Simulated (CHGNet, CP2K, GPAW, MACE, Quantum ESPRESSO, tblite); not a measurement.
# GPAW runs on twisted graphene double bilayer, 21.79° (56 atoms), part 2 of 2

How do the settings of GPAW change the result for twisted graphene double bilayer, 21.79° (56 atoms)? A plane-wave run serves as the yardstick.

Program: GPAW 26.7.0; the method stands at each step. Banners, paths, timers and routine set-up lines are dropped from the logs unmarked, and long logs keep their key lines alone; longer cuts are marked.

So far. Step 4 (PBE, LCAO dzp, h 0.25 Å): Against the first run (6.5 %), the force difference from the reference is 6.3 %, at 0.74 times the CPU time. Step 5 (LDA, LCAO dzp, h 0.2 Å): Against the first run (6.5 %), the force difference from the reference is 5.3 %, at 0.89 times the CPU time; another functional landing nearer a PBE reference means that errors partly cancel.

## (6) PBE, LCAO dzp, h 0.2 Å, other mixer settings

Method: Kohn-Sham DFT, PBE, PAW, atomic orbitals (dzp).

File run.py:

```python
import numpy as np
from ase.io import read
from gpaw import GPAW, FermiDirac, Mixer

atoms = read("structure.xyz")
atoms.calc = GPAW(
    mode="lcao",
    basis="dzp",
    h=0.2,
    xc="PBE",
    kpts={"size": (1, 1, 1), "gamma": True},
    occupations=FermiDirac(0.05),
    mixer=Mixer(0.03, 7, 100),
    maxiter=200,
    symmetry={"point_group": False},
    txt="gpaw.txt",
)
energy = atoms.get_potential_energy(force_consistent=True)
forces = atoms.get_forces()
print(f"energy {energy:.6f} eV")
print("forces (eV/A)")
for i, (a, f) in enumerate(zip(atoms, forces)):
    print(f"{i:4d} {a.symbol:2s} {f[0]:10.5f} {f[1]:10.5f} {f[2]:10.5f}")
print(f"Fermi level {atoms.calc.get_fermi_level():.4f} eV")
for k in range(len(atoms.calc.get_ibz_k_points())):
    for s in range(atoms.calc.get_number_of_spins()):
        e = atoms.calc.get_eigenvalues(kpt=k, spin=s)
        n = np.searchsorted(e, atoms.calc.get_fermi_level())
        print(f"k {k} spin {s} levels about the Fermi level:", np.round(e[max(n - 6, 0):n], 4).tolist(), "|", np.round(e[n:n + 6], 4).tolist())
```

File structure.xyz:

```xyz
56
Lattice="6.50850 0.00000 0.00000 -3.25425 5.63653 0.00000 0.00000 0.00000 24.08000" Properties=species:S:1:pos:R:3 pbc="T T T"
[... 56 atom lines left out: the same atoms as in the first run ...]
```

Started as:

```
$ OMP_NUM_THREADS=1 python run.py > output.txt
```

What it wrote:

```text
energy -502.705089 eV
forces (eV/A)
   0 C     1.47044    1.60552    0.11750
   1 C    -0.61947   -4.46570    1.51780
   2 C     6.40109   -1.26798   -0.01882
   3 C     1.38347    0.02342   -0.21035
   4 C    -1.23465    0.76022   -1.98431
   5 C    -3.13056    2.56020    0.44650
   6 C    -4.84225    5.14725   -0.54695
   7 C     7.04495   -2.94048    1.34686
   8 C     2.55397   -3.75750    0.46615
   9 C     1.60446   -3.80746   -0.78908
  10 C    -0.62659   -1.57513   -0.74132
  11 C    -4.11371    4.43191   -0.52827
  12 C     0.63490    0.32335   -0.10639
  13 C    -6.54254    2.90854    0.17548
  14 C     9.95072    3.67875    0.21993
  15 C    -1.87228    3.75005   -0.62885
  16 C    -2.85964   -2.42595   -1.67386
  17 C    -1.85042   -4.53761    0.95760
  18 C    -0.14077   -6.85349    0.46962
  19 C    -2.91528    6.91145    0.04857
  20 C    -2.91360    3.26715    0.06174
  21 C     5.27080    0.02383   -1.02163
  22 C     2.53759   -3.35712    0.39717
  23 C     2.05710    2.28103    0.06034
[...]
48 C    -1.35555    6.50361   -0.43302
  49 C    -4.60728   -2.40442   -0.46847
  50 C    10.76248    4.13082   -0.02239
  51 C     2.63849   -6.93982    0.25418
  52 C     5.95262    1.47884    0.62647
  53 C    -2.30464   -3.20463    0.06355
  54 C     2.22700    0.11137    0.44423
  55 C    -3.22834   -1.64758   -0.32655
Fermi level 0.7038 eV
k 0 spin 0 levels about the Fermi level: [-1.3066, -1.2343, -1.197, -1.0036, -0.7196, -0.641] | [4.6833, 4.7739, 4.8466, 4.9012, 4.9518, 5.131]
```

gpaw.txt:

```text
Input parameters:
  mode=LCAO(),
  basis={'default': 'dzp'},
  h=0.2,
  kpts=MonkhorstPack(size=(1, 1, 1), gamma=True),
  maxiter=200,
  mixer=Pulay(name='pulay', nmaxold=7, beta=0.03, weight=100, sigma=0.015, g_ss=None),
  occupations=Occupations(name='fermi-dirac', width=0.05, fixmagmom=False),
  symmetry=Symmetry(point_group=False),
  xc=XC(name='PBE')
Unit cell  # Å
[... lines left out ...]
  Fermi-Dirac:
[... lines left out ...]
convergence criteria:
- Maximum [total energy] change in last 3 cyles: 0.0005 eV / valence electron
[... lines left out ...]
Converged in 12 steps
[... lines left out ...]
  Free energy:    -502.705089
  Extrapolated:   -502.705089
dipole moment: (-0.354609, -0.180773, 0.000208)  # |e|*Ang
Fermi level: 0.704
Eigenvalues  # (at kpt = [0.000, 0.000, 0.000])
| band index |      eig [eV] | occ [0-2] |
|------------|---------------|-----------|
|          0 |       -18.251 |     2.000 |
|        ... |               |           |
|        104 |        -1.481 |     2.000 |
|        105 |        -1.360 |     2.000 |
[...]
|        119 |         5.288 |     0.000 |
|        ... |               |           |
|        138 |         8.941 |     0.000 |
Gap: 5.324 eV
Transition (v -> c):
  (s=0, k=0, n=111, [0.00, 0.00, 0.00]) -> (s=0, k=0, n=112, [0.00, 0.00, 0.00])
No difference between direct/indirect transitions
Force computation time: 9.703  # s
timing:  # [seconds]
  Total:  65.145  # ━━━━━━━━━━━━━━━━━━━━━━━━━━━━━━━━━━━━━━━━━━━━━━━━━━━━━━━━━
  Init:    5.109  # ━━━━╸
  SCF:    50.296  # ━━━━━━━━━━━━━━━━━━━━━━━━━━━━━━━━━━━━━━━━━━━━
  Forces:  9.704  # ━━━━━━━━╸
```

It took 67 s on 1 thread of Arm Neoverse V1, shared host; peak memory 0.51 GiB.

Against the reference:

| Item | Value |
| --- | --- |
| r.m.s. force component | 3.344 eV/Å |
| r.m.s. difference of force components | 203.9 meV/Å |
| longest difference of force vectors | 882.6 meV/Å |
| force difference over r.m.s. force | 6.449 % |
| slope of forces against the reference's | 1.057 |
| correlation of force components | 0.9996 |
| energy less the same-level run's | 0 meV/atom |
| r.m.s. force difference from the same-level run | 0.949 meV/Å |

Against the first run (6.5 %), the force difference from the reference is 6.4 %, at 1.4 times the CPU time (12 SCF steps against 8): another solver or mixer reaches the same state.

## (7) Side by side

Differences are against the plane-wave reference, forces as r.m.s. over components; share is that over the reference's r.m.s. force, slope the least-squares factor from reference forces to these. Total energies of different programs have different zeros and aren't compared.

| run | Δ force, r.m.s. (meV/Å) | share (%) | slope | cores | CPU time | memory (GiB) |
| --- | --- | --- | --- | --- | --- | --- |
| reference | - | - | - | 4 | 5.4 min | 1.6 |
| GPAW PBE, LCAO dzp, h 0.2 Å | 204 | 6.45 | 1.057 | 1 | 49 s | 0.55 |
| GPAW PBE, LCAO szp(dzp), h 0.2 Å (coarse) | 383 | 12.1 | 1.066 | 1 | 39 s | 0.53 |
| GPAW PBE, LCAO dzp, h 0.25 Å (coarse) | 200 | 6.33 | 1.053 | 1 | 36 s | 0.38 |
| GPAW LDA, LCAO dzp, h 0.2 Å | 169 | 5.33 | 1.046 | 1 | 43 s | 0.55 |
| GPAW PBE, LCAO dzp, h 0.2 Å, other mixer settings | 204 | 6.45 | 1.057 | 1 | 67 s | 0.51 |

Rows marked coarse were listed beforehand as settings not expected to be converged; some can still land near the reference.

CPU time is summed over cores on a shared host, where runs went side by side, so it is rough. Symmetry, cutoffs, thresholds, outputs and thread counts weren't matched or tuned between programs; memory under MPI is the largest rank's times the ranks.

Within one program, basis, potentials and functional, energies share a zero. Each run against its twin at the usual cutoff or grid and solver:

| run | twin | Δ energy (meV/atom) | Δ force, r.m.s. (meV/Å) | CPU time over the twin's |
| --- | --- | --- | --- | --- |
| GPAW PBE, LCAO dzp, h 0.25 Å | LCAO dzp, h 0.2 Å | 187 | 63.2 | 0.74 |
| GPAW PBE, LCAO dzp, h 0.2 Å, other mixer settings | LCAO dzp, h 0.2 Å | 0 | 0.949 | 1.4 |

## (8) Results

```yaml
nearest_in_forces: GPAW LDA, LCAO dzp, h 0.2 Å, 5.3 %
its_cpu_time: 43 s
```

In words: The PBE runs in local orbitals, coarse settings apart, differ by 6.4 % (GPAW PBE, LCAO dzp, h 0.2 Å, other mixer settings) to 6.5 % (GPAW PBE, LCAO dzp, h 0.2 Å); basis, grid and potentials can all enter. Rows with another functional or a dispersion term differ by 5.3 % (GPAW LDA, LCAO dzp, h 0.2 Å), which mixes the change of model with differences of basis and potentials. Runs with settings chosen to be coarse differ by 6.3 % (GPAW PBE, LCAO dzp, h 0.25 Å) to 12 % (GPAW PBE, LCAO szp(dzp), h 0.2 Å), their programs' other errors included. Of the electronic-structure runs that take under half the reference's CPU time, GPAW LDA, LCAO dzp, h 0.2 Å comes nearest, at 5.3 % in 43 s against 5.4 min. The cell is under 6 Å thick along two periodic directions, so every atom has periodic images of itself close by, which move with it and show among its neighbours and in g(r). The reference's PBE has no dispersion term, which matters for the binding between molecules or layers. One k-point is far too coarse for the carbon or group-IV sheet, and it can put spurious forces of up to about 1 eV/Å on the sheet's atoms. The electronic-structure runs sample only Γ, in a cell whose shortest periodic width is 6 Å.

[Also dropped from logs without a mark: logging warnings of Python, and SIESTA's first energy breakdown and zero terms.]

[Logs are printed without paths, hosts, clocks, repeated set-up lines and the standing remarks that a program may print on its own settings, such as how far it seeks lower states.]

[Hosts, paths, dates, database ids (printed as entryN), source tags and the programs' standing remarks are cut or masked in the printed files.]
